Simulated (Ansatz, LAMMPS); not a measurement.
**Relaxing glassy CaAl2Si2O8 (130 atoms)**

Aim: bring glassy CaAl2Si2O8 (130 atoms) to a nearby minimum of the energy and see what moves.

Main program and level: Ansatz 0.2.0; Kohn-Sham DFT, RPBE, PAW (set soft_2), plane waves.

**What experiment says.** A Ca0.25Al0.5Si0.5O2 glass plate was measured by high-energy x-ray diffraction at 20 K and the Si-O distance was fitted in the PDF (“Polyhedral units and network connectivity in calcium aluminosilicate glasses from high-energy x-ray diffraction”, 2000, arxiv:cond-mat/0007490): nearest Si–O distance 1.6 Å; number of O about Si 3.85; nearest Al–O distance 1.75 Å; number of O about Al 4; nearest Ca–O distance 2.36 Å (by high-energy XRD, Gaussian fit to PDF); number of O about Ca 5.2 (by high-energy XRD, Gaussian fit to PDF).

This is a report of a sequence of runs, with most program output left out.

### 1. Starting point

The cell holds 130 atoms: 20 Al, 10 Ca, 80 O and 20 Si. Its edges and angles: a = 11.949 Å, b = 11.949 Å, c = 11.949 Å, α = 90.0°, β = 90.0°, γ = 90.0°. 130 atoms (20 Al, 10 Ca, 80 O, 20 Si) placed at random at 2.71 g/cm³, melted at 4500 K for 20 ps at fixed volume with the Morse and Coulomb pair potential with partial charges (Pedone, Malavasi, Menziani, Cormack and Segre, J. Phys. Chem. B 110, 11780 (2006)). Quenched from 4500 K to 300 K at 10 K/ps and fixed volume, held 5 ps.

Before any run, some limits are plain. The quench rate of 10 K/ps far exceeds what a furnace or splat quench reaches, so expect more defects and frozen-in strain than in a real sample. The starting topology of bonds comes from the classical model. The Brillouin zone is sampled at Γ only, in a cell whose shortest periodic width is 12 Å.

### 2. Making the structure

A classical potential supplies the starting structure, since it reaches far longer times than DFT.

This step: classical MD, Morse and Coulomb pair potential with partial charges (Pedone, Malavasi, Menziani, Cormack and Segre, J. Phys. Chem. B 110, 11780 (2006)) (LAMMPS 22 Jul 2025 - Update 4).

Contents of in.lmp:

```
# melt-quench of Al20Ca10O80Si20
units metal
atom_style charge
boundary p p p
region box block 0 11.9487 0 11.9487 0 11.9487
create_box 4 box
mass 1 26.9815   # Al
mass 2 40.0780   # Ca
mass 3 15.9990   # O
mass 4 28.0850   # Si
create_atoms 1 random 20 373186 NULL overlap 1.5 maxtry 2000
create_atoms 2 random 10 373193 NULL overlap 1.5 maxtry 2000
create_atoms 3 random 80 373200 NULL overlap 1.5 maxtry 2000
create_atoms 4 random 20 373207 NULL overlap 1.5 maxtry 2000
pair_style hybrid/overlay pedone 5.5 coul/long 8.0
pair_coeff * * coul/long
pair_coeff 1 3 pedone 0.361581 1.900442 2.164818 0.9   # Al-O
pair_coeff 2 3 pedone 0.030211 2.241334 2.923245 5   # Ca-O
pair_coeff 3 3 pedone 0.042395 1.379316 3.618701 22   # O-O
pair_coeff 3 4 pedone 0.340554 2.006700 2.100000 1   # Si-O
set type 1 charge 1.8
set type 2 charge 1.2
set type 3 charge -1.2
set type 4 charge 2.4
kspace_style pppm 1.0e-4
neigh_modify delay 0 every 1 check yes
thermo_style custom step time temp pe press density
thermo_modify norm yes
timestep 0.002
thermo 100
min_style cg
minimize 1e-4 1e-4 200 2000
reset_timestep 0
velocity all create 4500 373187 mom yes dist gaussian
# [... 11 lines left out ...]
fix md all nvt temp 4500 300 0.2
run 210000 post no
unfix md
thermo 1250
fix md all nvt temp 300 300 0.2
run 2500 post no
unfix md
write_dump all custom glass.dump id type xs ys zs modify sort id
```

Launch:

```console
$ lmp -in in.lmp -log none -nocite
```

Run time: 3.2 min. Hardware: 1 thread of Arm Neoverse N1, shared host; peak memory 0.07 GiB.

### 3. Single point at the start

The forces at the start show how far the geometry lies from a minimum of this functional.

Contents of input.yaml:

```yaml
crystal:
  lattice:
    - [11.9487, 0.0, 0.0]
    - [0.0, 11.9487, 0.0]
    - [0.0, 0.0, 11.9487]
  atoms:
    - { symbol: Al, position: [0.0731, 0.2708, 0.32892] }
    - { symbol: Al, position: [0.75664, 0.69799, 0.05418] }
    - { symbol: Al, position: [0.17019, 0.19755, 0.02094] }
    - { symbol: Al, position: [0.26709, 0.45092, 0.66984] }
    - { symbol: Al, position: [0.36058, 0.1334, 0.15911] }
    - { symbol: Al, position: [0.83019, 0.9164, 0.66527] }
    - { symbol: Al, position: [0.39726, 0.23591, 0.74731] }
    - { symbol: Al, position: [0.6885, 0.74334, 0.78484] }
    - { symbol: Al, position: [0.51948, 0.46936, 0.6821] }
    - { symbol: Al, position: [0.09873, 0.06151, 0.21849] }
    - { symbol: Al, position: [0.88114, 0.18007, 0.01018] }
    - { symbol: Al, position: [0.08827, 0.8818, 0.77479] }
    - { symbol: Al, position: [0.70074, 0.29318, 0.13052] }
    - { symbol: Al, position: [0.90157, 0.08323, 0.37025] }
    - { symbol: Al, position: [0.33526, 0.5157, 0.23027] }
    - { symbol: Al, position: [0.51515, 0.90268, 0.83586] }
    - { symbol: Al, position: [0.01726, 0.17666, 0.55788] }
    - { symbol: Al, position: [0.31286, 0.97992, 0.96573] }
    - { symbol: Al, position: [0.6839, 0.83337, 0.46642] }
    - { symbol: Al, position: [0.71913, 0.07167, 0.19049] }
    - { symbol: Ca, position: [0.31643, 0.70509, 0.07314] }
    - { symbol: Ca, position: [0.11322, 0.20621, 0.79365] }
    - { symbol: Ca, position: [0.88732, 0.4633, 0.18292] }
    - { symbol: Ca, position: [0.51148, 0.78796, 0.30165] }
    - { symbol: Ca, position: [0.34532, 0.77167, 0.70155] }
    - { symbol: Ca, position: [0.30539, 0.45995, 0.90162] }
    - { symbol: Ca, position: [0.79556, 0.94742, 0.94764] }
    - { symbol: Ca, position: [0.01914, 0.84451, 0.52821] }
    - { symbol: Ca, position: [0.55124, 0.58209, 0.91375] }
    - { symbol: Ca, position: [0.9516, 0.48478, 0.44354] }
    - { symbol: O, position: [0.815, 0.87416, 0.52827] }
    - { symbol: O, position: [0.41789, 0.02013, 0.06933] }
    [... 92 atom lines left out ...]
    - { symbol: Si, position: [0.9315, 0.54005, 0.94989] }
    - { symbol: Si, position: [0.28881, 0.98966, 0.37447] }
    - { symbol: Si, position: [0.03339, 0.71943, 0.26707] }
    - { symbol: Si, position: [0.5857, 0.53513, 0.20226] }
    - { symbol: Si, position: [0.12756, 0.42741, 0.10474] }
    - { symbol: Si, position: [0.27358, 0.73248, 0.39622] }
kpoints:
  mp_grid: { grid: [1, 1, 1] }
hamiltonian:
  xc: rpbe
scf:
  occupations: { method: fixed }
output:
  forces: true
  stress: true
  populations: true
  dos:
    method: { smearing: { sigma: 0.1 } }
    de: 0.1
    projected: { site_lists: { Al: [Al], Ca: [Ca], O: [O], Si: [Si] } }
  eigenvalues: true
```

Launch:

```console
$ ansatz run input.yaml --threads 4 --pin off --max-ram 8192MiB --backend cpu --events-out ev --progress --plain --runs-dir out
```

The job ended after 78 s (4 threads of Arm Neoverse N1, shared host; peak memory 2.5 GiB).

Read from the output:

* free energy: -87492.2855 eV
* free energy per atom: -673.0176 eV/atom
* SCF cycles: 10
* pressure: 8.464 GPa
* r.m.s. force component: 1.258 eV/Å
* longest force: 5.542 eV/Å
* Fermi energy: 4.6 eV
* gap (highest filled to lowest empty level): 3.266 eV
* spilling of the projection: 0.01208

The r.m.s. force component of 1.3 eV/Å and the pressure of 8.5 GPa set the starting point.

Neighbours are counted within 2.19 Å (O-Al), 2.12 Å (O-Si), 2.93 Å (O-Ca).

Length of the force by element and coordination:

| element | coordination | atoms | mean length of the force (eV/Å) | spread | least | most |
| --- | --- | --- | --- | --- | --- | --- |
| Al | all | 20 | 2.13 | 0.787 | 1.06 | 4.00 |
| Ca | all | 10 | 0.872 | 0.416 | 0.312 | 1.88 |
| Ca | 4 | 2 | 0.788 | 0.110 | 0.678 | 0.897 |
| Ca | 5 | 3 | 0.613 | 0.336 | 0.312 | 1.08 |
| Ca | 6 | 5 | 1.06 | 0.442 | 0.559 | 1.88 |
| O | all | 80 | 1.81 | 0.919 | 0.256 | 4.38 |
| O | 2 | 30 | 1.75 | 0.947 | 0.348 | 4.38 |
| O | 3 | 47 | 1.85 | 0.843 | 0.256 | 4.02 |
| O | 4 | 3 | 1.72 | 1.52 | 0.411 | 3.86 |
| Si | all | 20 | 2.77 | 1.03 | 1.32 | 5.54 |

### 4. Cell and atoms relaxed

Cell and atoms are freed together, to release stress as well as forces.

input.yaml, the sections that differ from step 3:

```yaml
output:
  forces: true
relax:
  f_tol: 0.03
  max_steps: 200
  cell: {}
# crystal, kpoints, hamiltonian, scf: as in step 3
```

Elapsed: 14 min, on 4 threads; peak memory 2.4 GiB; 53 min of CPU time.

The steps of the relaxation:

| step | energy less that of the first step (eV) | largest force component (eV/Å) | pressure (GPa) | volume (Å³) |
| --- | --- | --- | --- | --- |
| 1 | 0.0000 | 4.2243 | 8.46 | 1705.93 |
| 2 | -6.2503 | 2.9561 | 4.38 | 1739.56 |
| 3 | -10.5383 | 0.7654 | -0.33 | 1782.72 |
| 4 | -11.1126 | 0.5775 | -0.29 | 1784.05 |
| 5 | -11.4818 | 0.4543 | -0.26 | 1785.49 |
| 6 | -11.6047 | 0.4119 | -0.11 | 1784.49 |
| 7 | -11.6711 | 0.2570 | -0.07 | 1783.42 |
| 8 | -11.7360 | 0.2271 | 0.13 | 1782.41 |
| 9 | -11.7447 | 0.2335 | -0.03 | 1786.94 |
| 10 | -11.7497 | 0.3797 | 0.07 | 1784.75 |
| 11 | -11.7642 | 0.1335 | 0.00 | 1786.29 |
| 12 | -11.7684 | 0.0480 | 0.02 | 1785.94 |
| 13 | -11.7671 | 0.0224 | -0.02 | 1786.93 |
| 14* | -12.1593 | 0.0241 | 0.37 | 1786.93 |
| 15 | -12.1521 | 0.0485 | -0.06 | 1796.34 |
| 16 | -12.1211 | 0.3282 | -0.03 | 1799.21 |
| 17 | -12.1532 | 0.0555 | -0.05 | 1797.70 |
| 18 | -12.1497 | 0.0556 | -0.01 | 1798.88 |
| 19 | -12.1558 | 0.0313 | 0.01 | 1797.92 |
| 20 | -12.1551 | 0.0113 | 0.00 | 1798.34 |
| 21* | -12.1878 | 0.0111 | 0.01 | 1798.34 |

Relaxation steps marked * repeat the geometry before them on a plane-wave basis chosen anew for their cell, so energy and pressure can jump there. Relaxation steps 10, 16 were tried and not accepted.

| cell as run | before | after | change |
| --- | --- | --- | --- |
| a (Å) | 11.949 | 12.094 | +1.2 % |
| b (Å) | 11.949 | 12.448 | +4.2 % |
| c (Å) | 11.949 | 11.959 | +0.1 % |
| α (°) | 90.00 | 91.22 | +1.4 % |
| β (°) | 90.00 | 89.23 | -0.9 % |
| γ (°) | 90.00 | 92.20 | +2.4 % |
| volume (Å³/atom) | 13.12 | 13.83 | +5.4 % |

The atoms that moved most (Å, as changes of fractional coordinates times the final cell):

| atom | dx | dy | dz | length |
| --- | --- | --- | --- | --- |
| Ca30 | -0.051 | -0.396 | 0.380 | 0.551 |
| Ca28 | -0.187 | -0.431 | -0.269 | 0.542 |
| Ca21 | -0.311 | 0.381 | 0.079 | 0.498 |
| O83 | 0.309 | -0.196 | 0.299 | 0.472 |
| Ca25 | -0.151 | 0.346 | -0.258 | 0.457 |
| O75 | -0.220 | 0.053 | 0.343 | 0.411 |
| O98 | 0.210 | -0.223 | -0.273 | 0.410 |
| O33 | 0.113 | 0.353 | -0.141 | 0.397 |

The relaxation changed the energy by -93.8 meV/atom, and atoms moved by 0.25 Å r.m.s., 0.55 Å at most.

### 5. Distances and neighbours after relaxation

Bonds before and after, by the cutoffs listed below:

| pair | bonds before | bonds after | mean before (Å) | mean after (Å) | spread before (Å) | spread after (Å) |
| --- | --- | --- | --- | --- | --- | --- |
| O-Al | 80 | 80 | 1.760 | 1.794 | 0.080 | 0.061 |
| O-Si | 80 | 80 | 1.622 | 1.653 | 0.053 | 0.036 |
| O-Ca | 53 | 54 | 2.487 | 2.469 | 0.160 | 0.175 |

Density 2.57 g/cm³, 13.83 Å³ an atom.

g(r), total and by pair (bins of 0.2 Å):

| r (Å) | total | O-O | O-Al | O-Si | O-Ca | Al-Al | Al-Si |
| --- | --- | --- | --- | --- | --- | --- | --- |
| 1.50 | 0.14 | 0.00 | 0.00 | 0.72 | 0.00 | 0.00 | 0.00 |
| 1.70 | 3.69 | 0.00 | 7.11 | 12.40 | 0.00 | 0.00 | 0.00 |
| 1.90 | 0.74 | 0.00 | 3.95 | 0.00 | 0.00 | 0.00 | 0.00 |
| 2.10 | 0.02 | 0.00 | 0.10 | 0.00 | 0.00 | 0.00 | 0.00 |
| 2.30 | 0.43 | 0.00 | 0.00 | 0.00 | 4.48 | 0.00 | 0.00 |
| 2.50 | 0.36 | 0.51 | 0.00 | 0.00 | 1.72 | 0.00 | 0.00 |
| 2.70 | 1.52 | 3.59 | 0.00 | 0.00 | 1.61 | 0.46 | 0.00 |
| 2.90 | 0.98 | 2.16 | 0.05 | 0.00 | 0.42 | 1.65 | 0.40 |
| 3.10 | 1.17 | 1.34 | 0.47 | 0.05 | 0.47 | 4.88 | 4.58 |
| 3.30 | 1.00 | 0.84 | 0.78 | 0.53 | 0.81 | 1.94 | 3.19 |
| 3.50 | 0.86 | 0.78 | 1.24 | 0.95 | 0.57 | 0.00 | 0.15 |
| 3.70 | 0.94 | 0.59 | 1.51 | 1.33 | 0.59 | 0.27 | 0.14 |
| 3.90 | 1.06 | 0.76 | 1.24 | 1.62 | 1.23 | 0.95 | 0.23 |
| 4.10 | 1.06 | 0.61 | 1.27 | 2.01 | 1.00 | 0.62 | 1.17 |
| 4.30 | 1.14 | 0.67 | 1.72 | 1.86 | 0.77 | 0.97 | 0.97 |
| 4.50 | 1.17 | 0.76 | 1.66 | 1.35 | 1.50 | 0.89 | 1.14 |
| 4.70 | 0.91 | 0.89 | 0.91 | 0.76 | 1.17 | 0.97 | 0.64 |
| 4.90 | 1.03 | 1.41 | 0.47 | 0.54 | 1.64 | 0.88 | 1.24 |
| 5.10 | 1.02 | 1.48 | 0.48 | 0.64 | 1.17 | 0.41 | 1.18 |
| 5.30 | 1.04 | 1.41 | 0.78 | 0.57 | 0.80 | 1.41 | 1.21 |
| 5.50 | 0.93 | 1.19 | 0.87 | 0.62 | 0.72 | 0.82 | 1.23 |
| 5.70 | 0.95 | 1.08 | 0.83 | 0.92 | 0.80 | 0.76 | 0.87 |
| 5.90 | 0.96 | 0.76 | 1.01 | 1.32 | 0.82 | 1.23 | 1.33 |

Bonds by pair of elements; cutoffs follow the first minimum of g(r), held within bounds set by covalent radii, and pairs that aren't listed don't count as bonded:

| pair A-B | cutoff (Å) | bonds | mean length (Å) | spread (Å) | shortest (Å) | B about A | A about B |
| --- | --- | --- | --- | --- | --- | --- | --- |
| O-Al | 2.43 | 80 | 1.79 | 0.061 | 1.70 | 1 | 4 |
| O-Si | 2.12 | 80 | 1.65 | 0.036 | 1.59 | 1 | 4 |
| O-Ca | 2.93 | 54 | 2.47 | 0.175 | 2.22 | 0.675 | 5.4 |

How many atoms have how many bonded neighbours:

| element | mean | 2 | 3 | 4 | 5 | 7 |
| --- | --- | --- | --- | --- | --- | --- |
| Al | 4 | 0 | 0 | 20 | 0 | 0 |
| Ca | 5.4 | 0 | 0 | 2 | 5 | 3 |
| O | 2.67 | 29 | 48 | 3 | 0 | 0 |
| Si | 4 | 0 | 0 | 20 | 0 | 0 |

Bond angles, per cent of each kind in bins of 5°:

| angle (°) | O-Ca-O | O-Al-O | O-Si-O | Al-O-Ca | Al-O-Si |
| --- | --- | --- | --- | --- | --- |
| 55–60 | 4.8 | 0.0 | 0.0 | 0.0 | 0.0 |
| 60–65 | 7.2 | 0.0 | 0.0 | 0.0 | 0.0 |
| 65–70 | 6.4 | 0.0 | 0.0 | 0.0 | 0.0 |
| 70–75 | 3.2 | 0.0 | 0.0 | 2.0 | 0.0 |
| 75–80 | 1.6 | 0.0 | 0.0 | 2.0 | 0.0 |
| 80–85 | 11.2 | 0.0 | 0.0 | 8.0 | 0.0 |
| 85–90 | 6.4 | 0.0 | 0.0 | 4.0 | 0.0 |
| 90–95 | 8.8 | 5.0 | 0.0 | 12.0 | 0.0 |
| 95–100 | 7.2 | 7.5 | 2.5 | 12.0 | 0.0 |
| 100–105 | 3.2 | 18.3 | 14.2 | 12.0 | 2.1 |
| 105–110 | 3.2 | 33.3 | 42.5 | 4.0 | 0.0 |
| 110–115 | 3.2 | 10.8 | 29.2 | 12.0 | 0.0 |
| 115–120 | 2.4 | 12.5 | 9.2 | 2.0 | 12.8 |
| 120–125 | 2.4 | 6.7 | 1.7 | 4.0 | 8.5 |
| 125–130 | 10.4 | 2.5 | 0.8 | 8.0 | 12.8 |
| 130–135 | 0.8 | 3.3 | 0.0 | 4.0 | 12.8 |
| 135–140 | 2.4 | 0.0 | 0.0 | 2.0 | 17.0 |
| 140–145 | 3.2 | 0.0 | 0.0 | 4.0 | 6.4 |
| 145–150 | 4.0 | 0.0 | 0.0 | 4.0 | 10.6 |
| 150–155 | 1.6 | 0.0 | 0.0 | 0.0 | 12.8 |
| 155–160 | 4.0 | 0.0 | 0.0 | 2.0 | 0.0 |
| 160–165 | 1.6 | 0.0 | 0.0 | 2.0 | 2.1 |
| 165–170 | 0.0 | 0.0 | 0.0 | 0.0 | 0.0 |
| 170–175 | 0.8 | 0.0 | 0.0 | 0.0 | 2.1 |

Bond angles (no mean is given where the spread exceeds 20°):

| angle | count | mean (°) | spread (°) |
| --- | --- | --- | --- |
| O-Ca-O | 125 | - | - |
| O-Al-O | 120 | 109 | 8.7 |
| O-Si-O | 120 | 109 | 5 |
| Al-O-Ca | 50 | - | - |
| Al-O-Si | 47 | 136 | 13.5 |

Oxygen atoms by the number of network formers (Si, P, Ge, B, Al, As, Ga) bound to them:

| network formers bound to O | O atoms | per cent |
| --- | --- | --- |
| 0 | 0 | 0 |
| 1 | 7 | 8.8 |
| 2 | 66 | 82.5 |
| 3 | 7 | 8.8 |

Network units: each former by its oxygen neighbours and how many of them bridge to another former:

| former | O neighbours | bridging O | atoms |
| --- | --- | --- | --- |
| Si | 4 | 3 | 7 |
| Si | 4 | 4 | 13 |
| Al | 4 | 4 | 20 |

Bond length by coordination (bonds to H left out):

| element | coordination | atoms | mean bond length (Å) |
| --- | --- | --- | --- |
| Ca | 4 | 2 | 2.40 |
| Ca | 5 | 5 | 2.44 |
| Ca | 7 | 3 | 2.53 |
| O | 2 | 29 | 1.69 |
| O | 3 | 48 | 1.98 |
| O | 4 | 3 | 2.20 |

Rings of the network by King's shortest-path rule, up to 12 atoms, one path for each pair of neighbours; H, halogens, alkali and alkaline-earth atoms are left out, and the last column divides by all other atoms, bonded or not:

| ring size (atoms) | rings | per network atom |
| --- | --- | --- |
| 6 | 8 | 0.067 |
| 8 | 8 | 0.067 |
| 10 | 15 | 0.125 |
| 12 | 27 | 0.225 |

First main peaks of g(r), for some of the pairs, lie near 2.7 Å (O-O), 1.8 Å (O-Al), 1.6 Å (O-Si), 2.4 Å (O-Ca), 3.1 Å (Al-Al) and 3.2 Å (Al-Si). By these cutoffs all Al atoms have 4, 50 % of Ca atoms have 5, 60 % of O atoms have 3 and all Si atoms have 4 bonded neighbours. 82 % of the oxygens bridge two formers (Si and Al) and 9 % are non-bridging; 9 % join three. The commonest Si unit has 4 oxygens, 4 of them shared with other formers (13 of 20 atoms). Rings of 12 atoms are the most common (47 % of those counted); sizes run from 6 to 12, where the search stops.

[end of part 1 of 2]

[Logs are printed without paths, hosts, clocks, repeated set-up lines and the standing remarks that a program may print on its own settings, such as how far it seeks lower states.]

[Hosts, paths, dates, database ids (printed as entryN), source tags and the programs' standing remarks are cut or masked in the printed files.]
